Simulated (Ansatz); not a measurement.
# CH3 on Mg(0001), ontop start, 2x2 cell: photoemission fingerprints, part 5 of 5

Wanted: core-level shifts and unfolded surface bands for CH3 on Mg(0001), ontop start, 2x2 cell.

Ansatz 0.2.0; DFT, PBE, plane-wave PAW, default files, scalar-relativistic.

So far. Step 2 (The clean face): At the Fermi level the DOS is 2.03 states/eV a cell. Step 4 (Bands by layer): The largest force component on a free atom is 0.016 eV/Å, so the atoms are at rest for these settings too. At the Fermi level the DOS is 7.72 states/eV a cell.

**9. Another try**

In this try the input is made faulty on purpose, to show what that does.

This step: DFT, PBE, plane-wave PAW, default files, scalar-relativistic; changed: crystal.lattice = [[12.05645252, 0.0, 0.0], [6.02822626, 10.44119416, 0.0], [0.0, 0.0, 47.61164909]], scf.max_iter = 60 (Ansatz 0.2.0).

System of this step: Mg16H3C. The cell holds 20 atoms: 3 H, 1 C and 16 Mg. Its edges and angles: a = 12.056 Å, b = 12.056 Å, c = 47.612 Å, α = 90.0°, β = 90.0°, γ = 60.0°. It derives from Mg. How the cell was made: adsorbate; added: CH3; site: ontop; coverage 0.25 monolayer; cell: 2x2; on one face. Regions: ad, 4 atoms (3 H and 1 C); L1, 4 atoms (4 Mg); L2, 4 atoms (4 Mg); L3, 4 atoms (4 Mg); rest, 4 atoms (4 Mg). Vacuum lies along c.

The input, input.yaml:

```yaml
crystal:
  lattice:
    - [12.05645252, 0.0, 0.0]
    - [6.02822626, 10.44119416, 0.0]
    - [0.0, 0.0, 47.61164909]
  atoms:
    - { symbol: H, position: [0.1535832841, 0.0181748737, 0.7223020999] }
    - { symbol: H, position: [0.8318749036, 0.1521847252, 0.7224948431] }
    - { symbol: H, position: [0.0196868295, 0.8303813749, 0.7224959539] }
    - { symbol: C, position: [0.0014957892, 0.000215806, 0.7072490115] }
    - { symbol: Mg, position: [-6.20452e-05, 3.06811e-05, 0.6210144287] }
    - { symbol: Mg, position: [0.5002557277, -0.0004423089, 0.6058373647] }
    - { symbol: Mg, position: [-0.0005987387, 0.500275642, 0.6058074272] }
    - { symbol: Mg, position: [0.5001014818, 0.5002127919, 0.6058081357] }
    - { symbol: Mg, position: [0.8349919699, 0.3299044072, 0.5050345301] }
    - { symbol: Mg, position: [0.3332779776, 0.3333294986, 0.5019205431] }
    - { symbol: Mg, position: [0.8350366294, 0.8350722461, 0.505021913] }
    - { symbol: Mg, position: [0.3298735008, 0.8350828078, 0.5050509964] }
    - { symbol: Mg, position: [0.0, 0.0, 0.400674737] }
    - { symbol: Mg, position: [0.5, 0.0, 0.400674737] }
    - { symbol: Mg, position: [0.0, 0.5, 0.400674737] }
    - { symbol: Mg, position: [0.5, 0.5, 0.400674737] }
    - { symbol: Mg, position: [0.833333333, 0.333333333, 0.297678111] }
    - { symbol: Mg, position: [0.333333333, 0.333333333, 0.297678111] }
    - { symbol: Mg, position: [0.833333333, 0.833333333, 0.297678111] }
    - { symbol: Mg, position: [0.333333333, 0.833333333, 0.297678111] }
kpoints:
  mp_grid: { grid: [6, 6, 1] }
scf:
  occupations: { method: fermi_dirac, width: 0.05 }
  n_extra_bands: 26
  max_iter: 60
hamiltonian:
  xc: pbe
  pseudopotentials: { kind: paw }
output:
  forces: true
  write_potential: true
  volumetric_format: []
  dos:
    projected:
      site_lists:
        adsorbate: [0, 1, 2, 3]
        layer_1: [4, 5, 6, 7]
        layer_2: [8, 9, 10, 11]
        layer_3: [12, 13, 14, 15]
        other_layers: [16, 17, 18, 19]
    de: 0.05
    e_range: [-30, 12]
    method: { smearing: { sigma: 0.15, scheme: gaussian } }
efield:
  axis: 3
  dipole_correction: true
```

Command:

```
$ ansatz run input.yaml --threads 8 --pin off --max-ram 20480MiB --backend cpu --events-out ev --progress --plain --runs-dir out
```

Numbers of over 12 decimals in the logs are rounded to 6 here.

The log of the run:

```text
[...]
Crystal: 20 atoms, lattice volume = 5993.533 Å³
Basis set: ecut = 420 eV, 117057 PW (Γ), exchange–correlation on 162×162×640 points (8 copies of the dense FFT grid, shifted against one another)
Bands: 110, of which v1, the nominal top of the filled ones, is band 84 counted from 1 (83 counted from 0)
Symmetry: 1 space group operations
[...]
k-points: 20 of 36 (time reversal used)
[...]
SCF iter   1: F=—  HF=-31044.967731 eV  |F-HF|=—  |Δ(HF+E_count)|=         —  Δρ=3.17e-3  dr2=4.50e0  ethr=1.77e-3  p=-0.387 e·Å  D=-1.17e-2 V/Å  ΔV_dip=0.56 eV  dr2_dipole=1.39e0  V_vac-E_F(+/−)=4.99/4.43 eV  ⟨swp⟩=17.6  Hψ=13806  notcnv=0  defer=161
[...]
SCF iter  20: F=-31044.201544 eV  HF=-31044.201544 eV  |F-HF|=7.43e-8  |Δ(HF+E_count)|=   4.91e-8  Δρ=3.85e-7  dr2=1.85e-8  ethr=5.99e-11  p=-1.127 e·Å  D=-3.40e-2 V/Å  ΔV_dip=1.62 eV  dr2_dipole=3.61e-11  V_vac-E_F(+/−)=5.87/4.25 eV  ⟨swp⟩=46.5  Hψ=20365  notcnv=0
SCF 1 converged in 20 iterations: F = -31044.201544 eV  dr2 = 1.85e-8
[...]
SCF converged after 20 iterations
Free energy (F): -31044.201544 eV
[...]
Internal energy: -31044.104114 eV  (E = F + TS)
E sigma→0 (E₀):  -31044.152829 eV
Entropy (-TS):   -0.097430 eV (-4.871 meV/atom)
Fermi energy:    -4.138739 eV
Dipole field:    D = -0.034028 V/Å  (p = -1.127091 e·Å, saw-weighted, corrected)
Work function:   Φ+ = 5.8695 eV   Φ− = 4.2494 eV
[...]
--- Forces (eV/Å), atoms counted from 1 ---
  atom   1  H     -2.47151295    -0.23868652    -0.79420588
  atom   2  H      1.43743428    -2.02055134    -0.80552859
  atom   3  H      1.02445868     2.25843984    -0.80572302
  atom   4  C      0.00841391     0.00068155     2.11012875
  atom   5  Mg     0.00120316     0.00012416     0.25047979
  atom   6  Mg    -0.00027681    -0.00126575    -0.01457217
  atom   7  Mg    -0.00095666     0.00092496    -0.01461435
  atom   8  Mg     0.00123652     0.00033813    -0.01462157
  atom   9  Mg     0.00000830     0.00080150     0.00018747
  atom  10  Mg    -0.00000430    -0.00000235    -0.00145967
  atom  11  Mg    -0.00069051    -0.00039176     0.00015607
  atom  12  Mg     0.00069405    -0.00040888     0.00019811
  atom  13  Mg    -0.00000886     0.00000033    -0.00069806
  atom  14  Mg     0.00000739     0.00126905    -0.00035474
  atom  15  Mg     0.00110144    -0.00063123    -0.00035026
  atom  16  Mg    -0.00109454    -0.00064003    -0.00036492
  atom  17  Mg     0.00000003     0.00000082     0.02284036
  atom  18  Mg    -0.00000002    -0.00000000     0.02282432
  atom  19  Mg    -0.00000072    -0.00000042     0.02284029
  atom  20  Mg     0.00000071    -0.00000040     0.02284044
  max |Σ_I F_I| component: 1.31e-5 eV/Å
--- Band table (eV; the first three rows and the last of 20) ---
  k-point 0: bands = [... 80 lower, -4.4177, -4.3137, -4.3136, -4.1452, -2.4653, -2.0999, -2.0985, -2.0985, ... 22 higher]
  k-point 1: bands = [... 80 lower, -4.4170, -4.3243, -4.3122, -4.1473, -2.4643, -2.0571, -2.0555, -2.0223, ... 22 higher]
  k-point 2: bands = [... 80 lower, -4.4209, -4.3516, -4.3095, -4.1506, -2.4624, -1.9416, -1.9358, -1.9339, ... 22 higher]
  k-point 19: bands = [... 80 lower, -4.4318, -4.3660, -4.3081, -4.1519, -2.4615, -1.8248, -1.8224, -1.8191, ... 22 higher]
```

It took 5.4 min on 8 threads of Arm Neoverse V2, shared host; peak memory 14 GiB; 42 min of CPU time.

Residual by cycle:

cycle, log10 residual and a bar from the least value:
```
        1        0.7 ##############################
        3        0.7 ##############################
        4       -0.2 ###########################
        6       -0.8 #########################
        8        0.1 ############################
       10       -0.6 #########################
       11       -1.3 #######################
       13       -2.1 ####################
       15       -4.5 ############
       17       -6.4 #####
       18       -6.3 #####
       20       -7.7
```

The run finished. A setting was moved off its sound value on purpose, so it serves as a test and not as the result.

The fault put into the input: a lattice typed in bohr (crystal.lattice).

Side by side:

```
                                                                             quantity   this run  sound run  difference
                                                                     free energy (eV)  -31044.20  -31076.95        32.8
                                                         energy at zero smearing (eV)  -31044.15  -31076.93        32.8
                                                                smearing term TS (eV)   0.097430   0.054818      0.0426
                                                                    Fermi energy (eV)    -4.1387    0.12806       -4.27
share of occupied states in no projected shell (of the occupied states in the window)      0.003     0.2109      -0.208
                                              DOS at the Fermi level (states/eV/cell)     11.305     7.7172        3.59
                                                       work function, upper face (eV)     5.8696     4.4977        1.37
                                                       work function, lower face (eV)     4.2494     3.7283       0.521
```

One result that differs is the share of occupied states in no projected shell, 0.003 of the occupied states in the window against 0.211 of the occupied states in the window.

**10. Summary of results**

| Quantity | Value |
| --- | --- |
| work function | 4.50 eV (other face 3.73 eV) |
| change from the clean face | +0.74 eV |
| Mg core shifts among the listed atoms, from the last listed one | -0.13 to +0.14 eV |

**Reading.** The Fermi level of CH3 on Mg(0001), ontop start, 2x2 cell lies 4.50 eV (other face 3.73 eV) below the vacuum, a change of +0.74 eV from the clean face. No level with weight over 0.3 between −3.0 and 3.0 eV at the labelled points has over 60 % of its weight in the top region and under 6 % in the middle, the test used here for a surface state; levels near these limits can still be surface states of a thicker slab. After relaxation C4 stands 2.46 Å above the top layer, bonded to 1 Mg atom at 2.17 Å. The bare lower face differs from the lower face of the clean 1×1 slab by 0.03 eV, a measure of the error from mesh and slab. Core shifts by the Z+1 route: Mg -0.13 to +0.14 eV. Among the sites run, the most bound Mg 2p level is that of Mg7 (layer 1), bonded to 9 Mg; the least bound, 0.27 eV shallower, that of Mg5 (layer 1), bonded to 9 Mg and 1 C. At 21.2 eV the valence spectrum has its highest listed peak within 10.8 eV at 5.0 eV (C 2p). At 1486.7 eV the valence spectrum has its highest listed peaks within 13 eV at 1.9 eV (Mg 3s), 2.9 eV (Mg 3s), 4.0 eV (Mg 3s), 4.8 eV (Mg 3s) and 11.8 eV (C 2s). The shell named is the one with most of the intensity, cross sections included, not always the one with most states there. The slab's own atoms span 8.1 Å, so bulk bands appear as a few quantum-well levels, and states of the two faces can mix. The program warns of density or levels in the vacuum in some of these runs, so vacuum levels and energy differences can be a little off.

[Logs are printed without paths, hosts, clocks, repeated set-up lines and the standing remarks that a program may print on its own settings, such as how far it seeks lower states.]

[Hosts, paths, dates, database ids (printed as entryN), source tags and the programs' standing remarks are cut or masked in the printed files.]

[Maps of the electrostatic potential energy from Ansatz leave out the sawtooth potential of an applied field or a dipole correction, so their vacuum need not be flat; work functions include it.]
